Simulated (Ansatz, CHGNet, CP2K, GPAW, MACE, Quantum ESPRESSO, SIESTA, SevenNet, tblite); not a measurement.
## Random rock-salt alloy of NbC and TiC (64 atoms): one structure in several programs

Aim: run random rock-salt alloy of NbC and TiC (64 atoms) in several programs and set results and cost side by side. A plane-wave run serves as the reference.

Main program and level: Ansatz 0.2.0; Kohn-Sham DFT, PBE, PAW, plane waves.

### Step 1. The starting structure

The cell holds 64 atoms: 28 Ti, 32 C and 4 Nb. Cell: a = 8.692 Å, b = 8.692 Å, c = 8.692 Å, α = 90.0°, β = 90.0°, γ = 90.0°. It derives from NbC (rock-salt), repeated 2×2×2. Rock-salt NbC, 2 x 2 x 2 conventional cells, 28 of 32 Nb sites given to Ti at random (x = 0.875), lattice by Vegard's rule (a = 4.346 Å); not relaxed, displaced by a Gaussian of 0.02 Å. Then every atom was moved at random, 0.02 Å r.m.s. a Cartesian component.

### Step 2. Reference: Ansatz, plane waves

The PAW files are the set soft_2.

Input file input.yaml:

```yaml
crystal:
  lattice:
    - [8.6916, 0.0, 0.0]
    - [0.0, 8.6916, 0.0]
    - [0.0, 0.0, 8.6916]
  atoms:
    - { symbol: Ti, position: [0.9975, 0.00025, 0.99914] }
    - { symbol: C, position: [0.25358, 0.00903, 0.99854] }
    - { symbol: Ti, position: [0.99826, 0.2522, 0.25068] }
    - { symbol: C, position: [0.25299, 0.25208, 0.25314] }
    [... 54 atom lines left out ...]
    - { symbol: Ti, position: [0.50179, 0.74834, 0.74666] }
    - { symbol: C, position: [0.75265, 0.74779, 0.75247] }
    - { symbol: Ti, position: [0.75161, 0.49837, 0.75824] }
    - { symbol: C, position: [0.50084, 0.50267, 0.74737] }
    - { symbol: Ti, position: [0.74783, 0.75955, 0.50202] }
    - { symbol: C, position: [0.50708, 0.75095, 0.50432] }
kpoints:
  mp_grid: { grid: [1, 1, 1] }
hamiltonian:
  xc: pbe
scf:
  occupations: { method: fermi_dirac, width: 0.05 }
output:
  forces: true
  eigenvalues: true
  populations: true
  stress: true
```

The run is started by

```sh
$ ansatz run input.yaml --threads 8 --pin off --max-ram 15872MiB --backend cpu --events-out ev --progress --plain --runs-dir out
```

Numbers of over 12 decimals in the logs are rounded to 6 here.

Output:

```text
[...]
Pseudopotentials: kind: paw
Pseudopotential: Ti, paw, valence charge 12, recommended cutoff 420 eV (normal), Ti.paw.azcp
Pseudopotential: C, paw, valence charge 4, recommended cutoff 420 eV (normal), C.paw.azcp
Pseudopotential: Nb, paw, valence charge 13, recommended cutoff 420 eV (normal), Nb.paw.azcp
[... 5 lines on functional and potentials left out ...]
Crystal: 64 atoms, lattice volume = 656.597 Å³
Basis set: ecut = 420 eV, 12893 PW (Γ), exchange–correlation on 120×120×120 points (8 copies of the dense FFT grid, shifted against one another)
Bands: 322, of which v1, the nominal top of the filled ones, is band 258 counted from 1 (257 counted from 0)
Symmetry: 1 space group operations
Space group: P1 (ITA 1), of the structure as read, at distance tolerance 8.7e-5 Å
k-points: 1
[... 7 lines on functional and potentials left out ...]
Initial density: superposition of atomic densities (neutral atoms: chi_scale 0, normalization atom), corrected by the library's trained network
Initial wavefunctions: pseudopotential atomic-orbital guess
[...]
SCF iter   1: F=—  HF=-96273.667059 eV  |F-HF|=—  |Δ(HF+E_count)|=         —  Δρ=1.73e-2  dr2=2.04e0  ethr=1.77e-3  ⟨swp⟩=4.0  Hψ=1162  notcnv=0  defer=8
preconditioner: auto → Kerker (q_TF=auto, 2.621 Å⁻¹)  [metal: Δε(μ)=0.058 eV  Ē_g=6.846 eV  σ=0.050 eV  W_gap=0.28  n_scr=202 (ndim 8)  ℏωp=23.4 eV  f_vac=0.000  D(μ)=44.90/eV (n_scr^D=460)]
[...]
SCF iter   7: F=—  HF=-96273.351557 eV  |F-HF|=—  |Δ(HF+E_count)|=   1.62e-3  Δρ=1.17e-5  dr2=9.04e-7  ethr=1.14e-9  ⟨swp⟩=2.0  Hψ=584  notcnv=0  defer=52
SCF iter   8: F=-96273.351557 eV  HF=-96273.351557 eV  |F-HF|=3.83e-8  |Δ(HF+E_count)|=   8.88e-8  Δρ=2.43e-6  dr2=6.13e-8  ethr=1.94e-11  ⟨swp⟩=8.0  Hψ=1385  notcnv=0
SCF 1 converged in 8 iterations: F = -96273.351557 eV  dr2 = 6.13e-8
[...]
SCF converged after 8 iterations
Free energy (F): -96273.351557 eV
Harris-Foulkes:  -96273.351557 eV  (|F-HF|=3.83e-8)
Internal energy: -96272.958645 eV  (E = F + TS)
E sigma→0 (E₀):  -96273.155101 eV
Entropy (-TS):   -0.392912 eV (-6.139 meV/atom)
Fermi energy:    14.944586 eV
--- Per-component energies (eV) ---
[...]
Σ components = -96273.351557   (vs F -96273.351557, Δ=0.00e0)
--- Forces (eV/Å), atoms counted from 1 ---
  atom   1  Ti     0.81507460     0.35909261    -0.30388466
  atom   2  C     -0.10084746    -0.74355228    -0.01382210
  atom   3  Ti    -0.15395033    -0.14029482    -0.09785769
  atom   4  C     -0.28803952    -0.03605462    -1.33071676
[...]
atom  64  C     -0.92753855     0.07212707    -0.53689121
  max |Σ_I F_I| component: 5.38e-6 eV/Å
--- Stress (GPa, compression-positive) ---
        1.546157      -0.229850      -0.143654
       -0.229850       1.201954      -0.115469
       -0.143654      -0.115469       1.322478
  P = ⅓ Tr σ = 1.3569 GPa (13.569 kbar)
--- Band table (eV) ---
  k-point 0: bands = ["-41.3708", "-41.3567", "-41.3397", "-41.3329", [... 306 levels ...], "18.1763", "18.2839", "18.2994", "18.3076", "18.3119", "18.3246", "18.3327", "18.3444", "18.3554", "18.3606", "18.3764", "18.3898"]
--- Löwdin populations: 64 sites ---
  site symbol       q [e]
     0     Ti     11.1959
     1      C      4.7463
     2     Ti     11.1952
[...]
63      C      4.7565
  spilling = 0.003108 (of n_electrons = 516.000000)
```

Elapsed: 4 s, on 8 threads of Arm Neoverse V2, shared host; peak memory 1 GiB.

The run gave:

- free energy: -96273.3516 eV
- free energy per atom: -1504.2711 eV/atom
- SCF cycles: 8
- pressure: 1.357 GPa
- r.m.s. force component: 0.5059 eV/Å
- longest force: 1.706 eV/Å
- Fermi energy: 14.94 eV
- levels partly filled by over 2 per cent: 7
- spilling of the projection: 0.003108

Length of the force by element:

```
element  coordination  atoms  mean length of the force (eV/Å)  spread  least  most
      C           all     32                            0.793   0.350  0.269  1.71
     Nb           all      4                             1.04   0.360  0.621  1.44
     Ti           all     28                            0.809   0.260  0.230  1.48
```

Löwdin charges by element (they lack the spilled electrons, 0.025 e an atom on average):

```
element  coordination  atoms  mean charge (e)  spread   least    most
      C           all     32           -0.724  0.0188  -0.756  -0.683
     Nb           all      4            0.593  0.0085   0.587   0.608
     Ti           all     28            0.800  0.0055   0.787   0.810
```

Charge against the make-up of the first shell:

```
Ti neighbours of C  atoms  mean charge (e)
                 4      4           -0.694
                 5     16           -0.718
                 6     12           -0.743
```

The levels nearest the highest filled one (over half full), pooled over k-points and spins:

```
level less the highest filled one (eV)  occupation
                                -0.259        1.99
                                -0.240        1.99
                                -0.232        1.99
                                -0.181        1.96
                                -0.162        1.95
                                     0        1.17
                                0.0314       0.855
                                0.0407       0.766
                                0.0566       0.622
                                0.0676       0.532
                                 0.127       0.199
                                 0.825           0
```

The run ends at a pressure of 1.36 GPa, with forces up to 1.7 eV/Å.

### Step 3. Structure statistics

Density 5.30 g/cm³, 10.26 Å³ an atom.

Pair distribution functions g(r), in bins of 0.2 Å:

```
r (Å)  total   C-C   C-Ti  C-Nb  Ti-Ti  Ti-Nb  Nb-Nb
 2.00   0.21  0.00   0.34  0.95   0.00   0.00   0.00
 2.20   4.99  0.00  10.03  9.51   0.00   0.00   0.00
 2.40   0.00  0.00   0.00  0.00   0.00   0.00   0.00
 2.60   0.00  0.00   0.00  0.00   0.00   0.00   0.00
 2.80   0.00  0.00   0.00  0.00   0.00   0.00   0.00
 3.00   3.80  7.36   0.00  0.00   7.88   8.03   3.46
 3.20   1.39  3.02   0.00  0.00   2.44   2.85   3.35
 3.40   0.00  0.00   0.00  0.00   0.00   0.00   0.00
 3.60   0.14  0.00   0.28  0.31   0.00   0.00   0.00
 3.80   2.17  0.00   4.33  4.31   0.00   0.00   0.00
 4.00   0.00  0.00   0.00  0.00   0.00   0.00   0.00
 4.20   0.17  0.45   0.00  0.00   0.26   0.13   0.00
 4.40   1.13  2.15   0.00  0.00   2.28   2.84   0.00
 4.60   0.00  0.00   0.00  0.00   0.00   0.00   0.00
 4.80   3.46  0.00   6.89  7.21   0.00   0.00   0.00
 5.00   0.69  0.00   1.42  1.08   0.00   0.00   0.00
 5.20   1.04  2.32   0.00  0.00   1.80   2.11   1.20
 5.40   2.41  4.60   0.00  0.00   5.06   5.14   3.44
 5.60   0.00  0.00   0.00  0.00   0.00   0.00   0.00
 5.80   0.00  0.00   0.00  0.00   0.00   0.00   0.00
 6.00   0.20  0.35   0.00  0.00   0.45   0.51   0.89
 6.20   1.09  2.25   0.00  0.00   2.16   1.97   2.58
 6.40   1.00  0.00   2.04  1.71   0.00   0.00   0.00
 6.60   1.88  0.00   3.73  4.05   0.00   0.00   0.00
 6.80   1.54  3.00   0.00  0.00   3.14   3.23   2.79
 7.00   0.55  1.16   0.01  0.00   0.98   1.12   0.00
 7.20   1.85  0.00   3.69  3.73   0.00   0.00   0.00
 7.40   0.19  0.31   0.07  0.04   0.31   0.33   1.17
```

Bonds by pair of elements; cutoffs follow the first minimum of g(r), held within bounds set by covalent radii, and pairs that aren't listed don't count as bonded:

```
pair A-B  cutoff (Å)  bonds  mean length (Å)  spread (Å)  shortest (Å)  B about A  A about B
    C-Ti        2.76    168             2.17       0.042          2.07       5.25          6
    C-Nb        2.81     24             2.17       0.042          2.08       0.75          6
```

How many atoms have how many bonded neighbours:

```
element  mean   6
      C     6  32
     Nb     6   4
     Ti     6  28
```

### Step 4. The ladder

The programs:
- CHGNet: machine-learned potential, published weights.
- CP2K 2026.2: Gaussian basis with GTH pseudopotentials and a plane-wave density; labels give functional, basis (MOLOPT sets; SR short-range, UZH the newer set with its own potentials), grid cutoff/relative cutoff and solver (OT: orbital transformation; TRS4, TC2, SIGN: linear-scaling purification with its sparsity filter), or its built-in tight binding.
- GPAW 26.7.0: PAW with atomic orbitals (LCAO), plane waves or a real-space grid of spacing h.
- MACE: machine-learned potential, published weights.
- Quantum ESPRESSO 7.5: plane waves; labels (QE) give functional, pseudopotential set and cutoffs of waves/density.
- SIESTA 5.4.2: numerical atomic orbitals, whose automatically made sets are far from complete, with PseudoDojo norm-conserving potentials that we converted to its format (checked against plane waves on the same files for H, C, O, Si, Ge and Ca alone); labels give functional, basis size, energy shift and mesh cutoff.
- SevenNet: machine-learned potential, published weights.
- tblite 0.8.0: extended tight binding, driven from Python.

All use the same cell and atoms; the electronic-structure runs use the same k-mesh, and an electronic temperature of 580 K (0.05 eV) where levels are smeared.

Differences are against the plane-wave reference, forces as r.m.s. over components; share is that over the reference's r.m.s. force, slope the least-squares factor from reference forces to these. Total energies of different programs have different zeros and aren't compared.

```
                                                         run  Δ force, r.m.s. (meV/Å)  share (%)  slope  Δ pressure (GPa)  cores  CPU time  memory (GiB)
                                                   reference                        -          -      -                 -      8      27 s           1.0
                                      CHGNet 0.3.0 potential                      228       45.0  0.756              2.93      1     3.2 s          0.96
              CP2K PBE, DZVP-UZH, 800/50 Ry, diagonalisation                     27.0       5.34  1.031             0.905      4    14 min           5.0
CP2K PBE, SZV-MOLOPT-SR, 800/50 Ry, diagonalisation (coarse)                      211       41.7  0.982             -17.3      2   4.3 min           2.4
                       GPAW PBE, LCAO dzp, h 0.28 Å (coarse)                     51.1       10.1  1.085                 -      1   6.2 min          0.86
                                MACE MP-0b3 medium potential                      182       35.9  0.850              2.06      1     6.8 s           1.0
                                 QE PBE, sg15-1.2, 80/320 Ry                     3.62      0.715  1.006             0.117      4   7.4 min           1.4
           QE PBE, sssp-1.3.0-efficiency, 35/280 Ry (coarse)                     5.79       1.14  1.005             -1.36      2   4.2 min          0.98
                    QE PBE, sssp-1.3.0-efficiency, 45/360 Ry                     5.82       1.15  1.006            0.0288      2     6 min           1.4
                SIESTA PBE, DZP, shift 0.001 Ry, mesh 500 Ry                     60.2       11.9  1.074              1.27      4    44 min           4.0
                 SIESTA PBE, DZP, shift 0.01 Ry, mesh 500 Ry                     59.3       11.7  1.040            -0.906      2    10 min           2.0
         SIESTA PBE, SZ, shift 0.01 Ry, mesh 500 Ry (coarse)                      228       45.1  1.202             -13.9      1   2.5 min          0.88
        SIESTA PBE, SZP, shift 0.01 Ry, mesh 500 Ry (coarse)                     92.5       18.3  1.084            -0.397      2   7.3 min           1.8
                 SIESTA PBE, TZP, shift 0.01 Ry, mesh 500 Ry                     52.4       10.4  1.028             -1.72      4    15 min           2.9
                                        SevenNet 0 potential                      190       37.6  0.788              2.22      1       7 s          0.98
                                            tblite IPEA1-xTB                      365       72.1  0.885             -23.7      1     6.6 s          0.12
```

Rows marked coarse were listed beforehand as settings not expected to be converged; some can still land near the reference.

Times of the machine-learned potentials are mostly Python's start and the loading of weights.

CPU time is summed over cores on a shared host, where runs went side by side, so it is rough. Symmetry, cutoffs, thresholds, outputs and thread counts weren't matched or tuned between programs; memory under MPI is the largest rank's times the ranks.

Runs without a result: tblite GFN2-xTB (not converged); CP2K GFN1-xTB, diagonalisation (not converged, the SCF not settling); GPAW PBE, LCAO dzp, h 0.2 Å (cut off at its time limit of 12 min); GPAW LDA, LCAO dzp, h 0.2 Å (cut off at its time limit of 12 min); GPAW PBE, LCAO szp(dzp), h 0.2 Å (cut off at its time limit of 6.8 min).

Mean charges by element (e), by run and scheme:

```
                                           run     scheme     Ti      C     Nb
                                     reference     Löwdin  +0.80  -0.72  +0.59
CP2K PBE, DZVP-UZH, 800/50 Ry, diagonalisation   Mulliken  +0.22  -0.21  +0.11
  SIESTA PBE, DZP, shift 0.001 Ry, mesh 500 Ry  Hirshfeld  +0.24  -0.28  +0.52
   SIESTA PBE, DZP, shift 0.01 Ry, mesh 500 Ry  Hirshfeld  +0.22  -0.27  +0.56
   SIESTA PBE, TZP, shift 0.01 Ry, mesh 500 Ry  Hirshfeld  +0.23  -0.27  +0.57
                              tblite IPEA1-xTB   Mulliken  -0.01  -0.08  +0.68
```

The reference's Löwdin charges lack the electrons that the projection spills, 0.025 e an atom on average.

Within one program, basis, potentials and functional, energies share a zero. Each run against its twin at the usual cutoff or grid and solver:

```
                                     run                              twin  Δ energy (meV/atom)  Δ force, r.m.s. (meV/Å)  CPU time over the twin's
QE PBE, sssp-1.3.0-efficiency, 35/280 Ry  sssp-1.3.0-efficiency, 45/360 Ry                 13.3                     3.41                      0.71
```

### Step 5. Summary of results

| Property | Result |
| --- | --- |
| reference r.m.s. force component | 0.506 eV/Å |
| nearest in forces | QE PBE, sg15-1.2, 80/320 Ry, 0.71 % |
| farthest in forces | tblite IPEA1-xTB, 72 % |
| cheapest electronic-structure run beside the reference | tblite IPEA1-xTB, 6.6 s of CPU time |

What this shows: PBE on plane waves or a grid with other potentials, cutoffs or grids, coarse settings apart, differs from the reference by 0.71 % (QE PBE, sg15-1.2, 80/320 Ry) to 1.2 % (QE PBE, sssp-1.3.0-efficiency, 45/360 Ry) of the r.m.s. force; this holds the reference's own error, so differences of a few per cent don't tell which side is nearer the exact PBE result (QE's 80 Ry are 1088 eV, against the reference's 420 eV). The PBE runs in local orbitals, coarse settings apart, differ by 5.3 % (CP2K PBE, DZVP-UZH, 800/50 Ry, diagonalisation) to 12 % (SIESTA PBE, DZP, shift 0.001 Ry, mesh 500 Ry); basis, grid and potentials can all enter. Tight binding differs by 72 % (tblite IPEA1-xTB); it is another model, with fitted parameters of its own, and the xTB methods hold dispersion. Machine-learned potentials differ by 36 % (MACE MP-0b3 medium potential) to 45 % (CHGNet 0.3.0 potential); they were trained on other programs' data. The reference samples few k-points for this cell, and its sampling error, which other DFT runs on the same mesh share, can be part of so large a difference. Among those trained on PBE data the slope goes as low as 0.76, with a correlation of 0.89, so directions differ as well as sizes. IPEA1-xTB was fitted to ionisation energies and electron affinities, not to forces or charges. Runs with settings chosen to be coarse differ by 1.1 % (QE PBE, sssp-1.3.0-efficiency, 35/280 Ry) to 45 % (SIESTA PBE, SZ, shift 0.01 Ry, mesh 500 Ry), their programs' other errors included. One electronic-structure run takes under half the reference's CPU time: tblite IPEA1-xTB, at 72 % in 6.6 s against 27 s, too far off to be of use; its pressure misses by -23.7 GPa. In pressure, CP2K PBE, SZV-MOLOPT-SR, 800/50 Ry, diagonalisation misses by -17.3 GPa, at the same functional. Charges hang on model, scheme and program or settings: among these rows the mean for Ti runs from -0.01 to +0.80 e. In the reference: 7 levels are partly filled by over 2 % (at Γ alone), and the list of levels jumps by 0.70 eV between +0.13 and +0.82 eV: the Fermi level sits among few, sparse states, as at a band edge, among defect levels or in a metal whose levels bunch into shells on a coarse mesh. In the reference: mean Löwdin charges: C -0.72, Nb +0.59, Ti +0.80 e (they miss 0.31 % of the electrons, so they add up to more than the cell's charge). Periodic xTB results under one method name differ between programs and library versions. Machine-learned potentials mimic data converged in k, so the reference's own k-point error enters their differences. The host structure and its lattice constant were typed by rule, without a check against the phase diagram. The electronic-structure runs sample only Γ, in a cell whose shortest periodic width is 9 Å, which is coarse for a cell with partly filled levels.

[Also dropped from logs without a mark: logging warnings of Python, and SIESTA's first energy breakdown and zero terms.]

[Logs are printed without paths, hosts, clocks, repeated set-up lines and the standing remarks that a program may print on its own settings, such as how far it seeks lower states.]

[Hosts, paths, dates, database ids (printed as entryN), source tags and the programs' standing remarks are cut or masked in the printed files.]
